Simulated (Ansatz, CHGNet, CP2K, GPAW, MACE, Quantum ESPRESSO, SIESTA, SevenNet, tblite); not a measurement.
# Which run comes nearest? Random packing of B74C26 (at. %) (103 atoms)

Density of this cell: 2.19 g/cm³. The cell holds 103 atoms: 76 B and 27 C. Cell: a = 9.542 Å, b = 9.542 Å, c = 9.542 Å, α = 90.0°, β = 90.0°, γ = 90.0°. 103 atoms (76 B, 27 C) packed at random in a cube at 2.19 g/cm³ and pushed apart as soft spheres; a start for melting by ab initio MD, not an equilibrated structure. Then every atom was moved at random, 0.05 Å r.m.s. a Cartesian component.

Geometry: as built.

The reference, a calculation:

```
method                 : Kohn-Sham DFT, PBE, SSSP efficiency 1.3.0 pseudopotentials, plane waves (Quantum ESPRESSO 7.5); sssp-pbe-1.3.0-efficiency, cutoffs 45/360 Ry, Γ point
r.m.s. force component : 1.344 eV/Å
longest force          : 5.614 eV/Å
pressure               : -21.73 GPa
time                   : 3.2 min on 2 MPI ranks of Arm Neoverse N1, shared host
CPU time               : 6.4 min
```

**Question.** The same geometry is run in other programs. How far does each lie from the reference, and what does it cost?
- QE PBE+D3(BJ), sssp-1.3.0-efficiency, 45/360 Ry (Quantum ESPRESSO 7.5; 2 MPI ranks)
- CHGNet 0.3.0 potential (CHGNet 0.3.0; 1 thread)
- SIESTA PBE, SZP, shift 0.01 Ry, mesh 300 Ry (SIESTA 5.4.2; 2 MPI ranks)
- tblite GFN1-xTB (tblite 0.8.0; 1 thread)
- SIESTA PBE, DZ, shift 0.01 Ry, mesh 300 Ry (SIESTA 5.4.2; 2 MPI ranks)
- MACE MP-0b2 small potential (MACE MP-0b2 small; 1 thread)
- SIESTA PBE, DZP, shift 0.01 Ry, mesh 300 Ry (SIESTA 5.4.2; 2 MPI ranks)
- SevenNet l3i5 potential (SevenNet l3i5; 1 thread)
- GPAW PBE, LCAO dzp, h 0.2 Å (GPAW 26.7.0; 2 MPI ranks)
- CP2K PBE, DZVP-UZH, 450/50 Ry, diagonalisation (CP2K 2026.2; 4 MPI ranks)

Differences are against the plane-wave reference, forces as r.m.s. over components; share is that over the reference's r.m.s. force, slope the least-squares factor from reference forces to these. Total energies of different programs have different zeros and aren't compared.

| run | Δ force, r.m.s. (meV/Å) | share (%) | slope | Δ pressure (GPa) | cores | CPU time | memory (GiB) |
| --- | --- | --- | --- | --- | --- | --- | --- |
| reference | - | - | - | - | 2 | 6.4 min | 1.8 |
| QE PBE+D3(BJ), sssp-1.3.0-efficiency, 45/360 Ry | 132 | 9.82 | 0.968 | -0.158 | 2 | 6.4 min | 1.8 |
| CHGNet 0.3.0 potential | 681 | 50.7 | 0.920 | 0.379 | 1 | 7.9 s | 2.5 |
| SIESTA PBE, SZP, shift 0.01 Ry, mesh 300 Ry (coarse) | 663 | 49.3 | 1.091 | 11.5 | 2 | 14 min | 1.4 |
| tblite GFN1-xTB | 686 | 51.1 | 1.052 | 5.54 | 1 | 4.8 s | 0.11 |
| SIESTA PBE, DZ, shift 0.01 Ry, mesh 300 Ry (coarse) | 290 | 21.6 | 1.056 | 6.55 | 2 | 5.2 min | 0.95 |
| MACE MP-0b2 small potential | 701 | 52.2 | 0.924 | -6.20 | 1 | 10 s | 0.74 |
| SIESTA PBE, DZP, shift 0.01 Ry, mesh 300 Ry | 179 | 13.3 | 1.049 | 2.12 | 2 | 18 min | 1.6 |
| SevenNet l3i5 potential | 646 | 48.1 | 0.967 | -1.55 | 1 | 22 s | 2.3 |
| GPAW PBE, LCAO dzp, h 0.2 Å | 147 | 10.9 | 1.033 | - | 2 | 23 min | 1.6 |
| CP2K PBE, DZVP-UZH, 450/50 Ry, diagonalisation | 47.5 | 3.54 | 1.012 | 0.604 | 4 | 21 min | 2.7 |

Rows marked coarse use a setting chosen to be so.

Times of the machine-learned potentials are mostly Python's start and the loading of weights.

CPU time is summed over cores on a shared host, where runs went side by side, so it is rough. Symmetry, cutoffs, thresholds, outputs and thread counts weren't matched or tuned between programs; memory under MPI is the largest rank's times the ranks.

The PBE runs in local orbitals, coarse settings apart, differ by 3.5 % (CP2K PBE, DZVP-UZH, 450/50 Ry, diagonalisation) to 13 % (SIESTA PBE, DZP, shift 0.01 Ry, mesh 300 Ry); basis, grid and potentials can all enter. Tight binding differs by 51 % (tblite GFN1-xTB); it is another model, with fitted parameters of its own, and the xTB methods hold dispersion. Machine-learned potentials differ by 48 % (SevenNet l3i5 potential) to 52 % (MACE MP-0b2 small potential); they were trained on other programs' data. In the reference's own program, potentials and cutoffs, a change of model alone moves forces by 9.8 % (QE PBE+D3(BJ), sssp-1.3.0-efficiency, 45/360 Ry). Periodic xTB results under one method name differ between programs and library versions. Machine-learned potentials mimic data converged in k, so the reference's own k-point error enters their differences. The electronic-structure runs sample only Γ, in a cell whose shortest periodic width is 10 Å, which is coarse for a cell with partly filled levels.

[Long decimals in the printed logs are rounded to 6 places.]

[Logs are printed without paths, hosts, clocks, repeated set-up lines and the standing remarks that a program may print on its own settings, such as how far it seeks lower states.]

[Hosts, paths, dates, database ids (printed as entryN), source tags and the programs' standing remarks are cut or masked in the printed files.]
